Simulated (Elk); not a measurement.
# Bands of Fe in the lowest magnetic state tried

Aim: the bands and densities of states of Fe in the lowest state of several starts.

Calculated with Elk 11.2.3 (patched build); PBE; all-electron APW+lo, Dirac cores, scalar-relativistic bands.

The database entry behind the starting cell differs from later determinations by our own check (an axis about 0.7 % long against later determinations), so it need not match the best structure at ambient conditions.

## (1) The starting structure

The structure is cubic, space group Im-3m (No. 229). The conventional cell has a = 2.886 Å, b = 2.886 Å, c = 2.886 Å, α = 90.00°, β = 90.00°, γ = 90.00°. Nearest to Fe lie 8 Fe at 2.50 Å.

As a file:

```cif
data_structure
_symmetry_space_group_name_H-M 'Im-3m'
_symmetry_Int_Tables_number 229
_cell_length_a 2.8860
_cell_length_b 2.8860
_cell_length_c 2.8860
_cell_angle_alpha 90.000
_cell_angle_beta 90.000
_cell_angle_gamma 90.000
_cell_volume 24.04
loop_
_atom_site_label
_atom_site_type_symbol
_atom_site_symmetry_multiplicity
_atom_site_Wyckoff_symbol
_atom_site_fract_x
_atom_site_fract_y
_atom_site_fract_z
_atom_site_occupancy
Fe1 Fe 2 a 0.00000 0.00000 0.00000 1
```

## (2) The magnetic state

Bands and densities of states are read from a converged potential, so the magnetic state comes first.

This is the lowest of the starts that converged (ferro +).

The last three numbers of an atom's line are a seed field in its sphere. It points against the wanted moment and shrinks by the factor reducebf each loop.

Contents of elk.in:

```
tasks
  0
  33
  73

xctype
  20

rgkmax
  7.0

nempty
  12

swidth
  0.001837

reducebf
  0.5

epsengy
  1e-05

maxscl
  100

lmaxi
  3

spinpol
  .true.

sppath
  './'

avec
  -2.72687479783 2.72687479783 2.72687479783
  2.72687479783 -2.72687479783 2.72687479783
  2.72687479783 2.72687479783 -2.72687479783

atoms
  1
  'Fe.in'
  1
  0.0000000000 0.0000000000 0.0000000000   0.000000 0.000000 -0.140000

ngridk
  14 14 14

plot3d
  0 0 0
  1 0 0
  0 1 0
  0 0 1
  13 13 13
```

The run is started by

```
OMP_NUM_THREADS=2 elk
```

Numbers of over 12 decimals in the logs are rounded to 6 here.

The program printed:

```text
┌─────────────────────────┐
│ Elk code version 11.2.3 │
└─────────────────────────┘

All units are atomic (Hartree, Bohr, etc.)

┌─────────────────────────────────────────────────┐
│ Ground-state run starting from atomic densities │
└─────────────────────────────────────────────────┘

Lattice vectors :
  -2.726874798       2.726874798       2.726874798
   2.726874798      -2.726874798       2.726874798
   2.726874798       2.726874798      -2.726874798

Species : 1 (Fe)
 parameters loaded from : Fe.in
 name : iron
 nuclear charge    :   -26.00000000
 electronic charge :    26.00000000
 atomic mass :    101799.2075
 muffin-tin radius :    2.336542848
 number of radial points in muffin-tin :    993
 inner part over the whole radius :   0.9974870244E-02
 number on inner part of muffin-tin    :    700
 approximate nuclear radius :   0.7160107270E-04
 number of mesh points to nuclear radius :    332
 atomic positions (lattice), magnetic fields (Cartesian) :
  1 :   0.00000000  0.00000000  0.00000000    0.00000000  0.00000000 -0.14000000

Total number of atoms per unit cell :    1
Total muffin-tin volume :    53.43303687
 ratio of muffin-tin to unit cell volume :   0.6588010343

Spin treatment :
 spin-polarised
 global magnetic field (Cartesian) :    0.000000000       0.000000000       0.000000000
 collinear magnetisation in z-direction

Number of Bravais lattice symmetries :   48
Number of crystal symmetries         :   48
Crystal has inversion symmetry
Real symmetric eigensolver will be used

k-point grid :     14    14    14
k-point offset :    0.000000000       0.000000000       0.000000000
k-point set is reduced with full crystal symmetry group
Total number of k-points :      104

Muffin-tin radius times maximum |G+k| :    7.000000000
 using average radius
Maximum |G+k| for APW functions       :    2.995879150
Maximum (1/2)|G+k|²                   :    4.487645939
Maximum |G| for potential and density :    12.00000000
Constant for pseudocharge density :    7
 order of it for each species :   14
 order of it for pair densities of each species (exact exchange by exxq0 0: 14) :   10
Radial integration step length :    1

G-vector grid sizes :     20    20    20
Number of G-vectors :     2347

Maximum angular momentum used for
 APW functions            :    8
 outer part of muffin-tin :    6
 inner part of muffin-tin :    3

Number of empty states         :     12
Total number of valence states :     42
Total number of core states    :     10

Third-order local-orbitals added for an l without core states : T
Total number of local-orbitals :     23

Exchange-correlation functional :     20     0     0
 Perdew-Burke-Ernzerhof, Phys. Rev. Lett. 77, 3865 (1996)
 gradient requirement :    1
 generalised gradient approximation (GGA)

Smearing type :    3
 Fermi-Dirac
Smearing width :   0.1837000000E-02
Effective electronic temperature (K) :    580.0787206

Mixing type :    3
 Broyden mixing, J. Phys. A: Math. Gen. 17, L317 (1984)

Kohn-Sham potential initialised from atomic data

┌──────────────────────────────┐
│ Self-consistent loop started │
└──────────────────────────────┘

┌─────────────────┐
│ Loop number : 1 │
└─────────────────┘

Energies :
 Fermi                       :     0.198031
 sum of occupied eigenvalues :     -739.02024219400
 electron kinetic            :      1288.3230626006
 core electron kinetic       :      1149.7640608062
 Coulomb                     :     -2505.4544721209
 Coulomb potential           :     -1955.0895569093
 nuclear-nuclear             :     -225.54407463171
 electron-nuclear            :     -2613.6869431100
 Hartree                     :      333.77654562081
 Madelung                    :     -1527.9096936663
 xc potential                :     -72.125777037511
 xc effective B-field        :    -0.124043
 external B-field            :      0.000000
 exchange                    :     -54.587769540017
 correlation                 :     -1.206073
 electron entropic           :    -0.35681154370072E-03
 total energy                :     -1272.9256083955
 (external B-field energy excluded from total)

Density of states at Fermi energy :    33.07926781
 (states/Hartree/unit cell)

Estimated indirect band gap :   0.2916512074E-03
 from k-point 3 to k-point 71
Estimated direct band gap   :   0.2614043978E-02
 at k-point 85

Charges :
 core                        :    10.00000000
 valence                     :    16.00000000
 interstitial                :    1.109159427
 muffin-tins (core leakage)
  species : 1 (Fe)
   atom 1                    :    24.89084057     ( -0.2242659285E-06)
 total in muffin-tins        :    24.89084057
 total calculated charge     :    26.00011565
 total charge                :    26.00000000
 error                       :   0.1156548865E-03

Moments :
 interstitial                :  -0.3103438213E-01
 muffin-tins
  species : 1 (Fe)
   atom 1                    :    2.449598892
 total in muffin-tins        :    2.449598892
 total moment                :    2.418564510

[... earlier loops left out ...]

┌──────────────────┐
│ Loop number : 18 │
└──────────────────┘

Energies :
 Fermi                       :     0.292833
 sum of occupied eigenvalues :     -736.81956412928
 electron kinetic            :      1290.0052728505
 core electron kinetic       :      1149.7593694436
 Coulomb                     :     -2506.8699335573
 Coulomb potential           :     -1954.2197705605
 nuclear-nuclear             :     -225.54407463171
 electron-nuclear            :     -2617.4146963967
 Hartree                     :      336.08883747104
 Madelung                    :     -1529.7600482771
 xc potential                :     -72.490965522747
 xc effective B-field        :    -0.114101
 external B-field            :      0.000000
 exchange                    :     -54.728433640307
 correlation                 :     -1.206188
 electron entropic           :    -0.29170175663973E-03
 total energy                :     -1272.7995737341
 (external B-field energy excluded from total)

Density of states at Fermi energy :    25.53000568
 (states/Hartree/unit cell)

Estimated indirect band gap :   0.5518215935E-03
 from k-point 81 to k-point 93
Estimated direct band gap   :   0.6251886543E-02
 at k-point 82

Charges :
 core                        :    10.00000000
 valence                     :    16.00000000
 interstitial                :    1.043353381
 muffin-tins (core leakage)
  species : 1 (Fe)
   atom 1                    :    24.95664662     ( -0.2242658308E-06)
 total in muffin-tins        :    24.95664662
 total calculated charge     :    26.00010971
 total charge                :    26.00000000
 error                       :   0.1097109264E-03

Moments :
 interstitial                :  -0.4602712005E-01
 muffin-tins
  species : 1 (Fe)
   atom 1                    :    2.304482863
 total in muffin-tins        :    2.304482863
 total moment                :    2.258455743

┌──────────────────────────────┐
│ Self-consistent loop stopped │
└──────────────────────────────┘

Wrote STATE.OUT
```

The job ended after 16 s (2 threads of AMD EPYC 9R45, shared host; peak memory 0.1 GiB).

Numbers from this step:

```yaml
density_of_states_at_the_fermi_level: 0.9382 states/eV/cell
moment_between_the_spheres: -0.04603 μB
magnetization: 2.258 μB
final_state: ferromagnetic
largest_moment: 2.304 μB
```

## (3) Levels along a path and on the mesh

The potential is kept. Point names follow a standard table for this cell's lattice and can differ from other conventions. The density of states is interpolated from the levels on the mesh (so its value at the Fermi level can differ from the smeared one of the ground-state run), and the bands are solved anew along a path of special points.

Contents of elk.in:

```
tasks
  10
  20
  15

xctype
  20

rgkmax
  7.0

nempty
  12

swidth
  0.001837

reducebf
  0.5

epsengy
  1e-05

maxscl
  100

lmaxi
  3

spinpol
  .true.

sppath
  './'

avec
  -2.72687479783 2.72687479783 2.72687479783
  2.72687479783 -2.72687479783 2.72687479783
  2.72687479783 2.72687479783 -2.72687479783

atoms
  1
  'Fe.in'
  1
  0.0000000000 0.0000000000 0.0000000000   0.000000 0.000000 -0.000140

ngridk
  14 14 14

wplot
  300 60 1
  -0.35000 0.25000

plot1d
  7 84
  0.00000000 0.00000000 0.00000000
  0.50000000 -0.50000000 0.50000000
  0.00000000 0.00000000 0.50000000
  0.00000000 0.00000000 0.00000000
  0.25000000 0.25000000 0.25000000
  0.50000000 -0.50000000 0.50000000
  0.25000000 0.25000000 0.25000000
```

The run is started by

```
OMP_NUM_THREADS=2 elk
```

The program printed:

```text
┌─────────────────────────────────┐
│ Elk code version 11.2.3 started │
└─────────────────────────────────┘

Info(readinput): the functional depends on the density's gradient
 muffin-tin radial points multiplied by    2.00000
 (not where nrmtscf is given)

┌───────────────────┐
│ Current task : 10 │
└───────────────────┘
Info(checkmt): changed muffin-tin radius of species 1 (Fe) from   2.4000 to   2.3365

Info(writedos):
 Total density of states written to TDOS.OUT

 Partial density of states written to PDOS_Sss_Aaaaa.OUT
 for all species and atoms

 Spin-quantisation axis :    0.000000000       0.000000000       1.000000000

 Eigenvalues of a random matrix symmetrised with the site
 symmetries in the Yₗₘ basis written to ELMIREP.OUT for all
 species and atoms. Degenerate eigenvalues correspond to
 irreducible representations of each site symmetry group

 Interstitial density of states written to IDOS.OUT

 Fermi energy is at zero in plots

 DOS units are states/Hartree/unit cell

┌───────────────────┐
│ Current task : 20 │
└───────────────────┘

Info(bandstr):
 Band structure plot written to BAND.OUT

 Fermi energy is at zero in plot

 Vertex location lines written to BANDLINES.OUT

┌───────────────────┐
│ Current task : 15 │
└───────────────────┘

Info(writelsj):
 muffin-tin L, S and J expectation values written to LSJ.OUT

┌──────────────────┐
│ Elk code stopped │
└──────────────────┘
```

Run time: 33 s. Hardware: 2 threads; peak memory 0.11 GiB; 60 s of CPU time.

The electronic bands at the labelled points (eV, zero at the Fermi level; # counts the bands kept):

```csv
point,up #3,up #4,up #5,up #6,down #2,down #3,down #4,down #5
Γ,-2.16,-2.16,-1.05,-1.05,-0.19,-0.19,-0.19,1.75
halfway,-1.75,-1.74,-1.06,0.13,-0.53,0.17,0.17,1.04
H,0.08,0.08,0.08,9.48,-2.66,2.33,2.33,2.33
halfway,-1.81,-1.25,0.21,4.84,-1.71,0.10,0.83,2.47
N,-0.99,-0.86,0.34,0.43,-1.39,0.61,1.60,2.00
halfway,-2.31,-1.19,-1.02,-0.97,-0.80,-0.49,1.08,1.43
Γ,-2.16,-2.16,-1.05,-1.05,-0.19,-0.19,-0.19,1.75
halfway,-2.88,-1.02,-1.02,0.03,-1.07,-1.07,1.72,1.72
P,-3.06,-0.85,-0.84,8.21,-1.60,-1.60,2.02,2.02
halfway,-2.88,-0.55,-0.55,6.70,-1.60,-1.20,1.72,1.72
H,0.08,0.08,0.08,9.48,-2.66,2.33,2.33,2.33
0.53 of the way,-3.04,-0.58,-0.58,6.59,-1.52,-1.38,1.73,1.74
P,-3.06,-0.85,-0.84,8.21,-1.60,-1.60,2.02,2.02
```

The density of states has structure finer than the step of the table below, so its rows give means over 1 eV, whole bins alone (the curve runs from -9.52 to 6.75 eV). Peaks (eV: height): up -4.0: 1.12, -3.1: 2.02, -2.4: 1.79, -0.9: 2.75; down -2.3: 0.690, -0.6: 1.48, 1.5: 1.56, 2.0: 2.98; Fe1 d up -4.0: 0.791, -3.1: 1.74, -2.3: 1.51, -0.9: 2.66; Fe1 d down -1.4: 1.14, 1.5: 1.49, 2.0: 2.89.

Table of density of states by energy, zero at the Fermi level; means over each step; values in states/eV/cell:

```csv
energy (eV),up,down,Fe1 d up,Fe1 d down
-9,0,0,0,0
-8,0.0122,0.00555,2.6e-5,0
-7,0.0433,0.0357,7.7e-4,2.5e-4
-6,0.0756,0.0596,0.00594,0.00178
-5,0.202,0.0890,0.0711,0.00758
-4,0.738,0.152,0.511,0.0337
-3,1.07,0.367,0.907,0.179
-2,0.860,0.512,0.719,0.358
-1,1.69,1.31,1.61,1.02
0,0.613,0.464,0.560,0.372
1,0.161,0.820,0.0984,0.767
2,0.149,1.46,0.0729,1.41
3,0.131,0.238,0.0541,0.190
4,0.105,0.174,0.0379,0.112
5,0.0811,0.136,0.0260,0.0725
6,0.0392,0.101,0.0104,0.0458
```

## (4) Summary of results

```yaml
state: ferromagnetic
largest_moment: 2.30 μB
```

In words: Right at the Fermi level (the table gives means over its steps) the density of states is 0.86 states/eV a cell for spin up and 0.27 for spin down. Within the window shown, the centres of the Fe1 d states of the two spins lie 2.2 eV apart, a rough measure of the splitting of the spins. The state is the lowest of the starts that converged. These are Kohn–Sham levels without spin–orbit coupling.

[Logs and program files are shortened in this print: banners, set-up blocks, solver, clock and traceback lines can be left out without a mark of their own.]

[Logs are printed without paths, hosts, clocks, repeated set-up lines and the standing remarks that a program may print on its own settings, such as how far it seeks lower states.]

[Hosts, paths, dates, database ids (printed as entryN), source tags and the programs' standing remarks are cut or masked in the printed files.]

[Where a cell is said to come from a database of computed structures, the database is the Materials Project.]
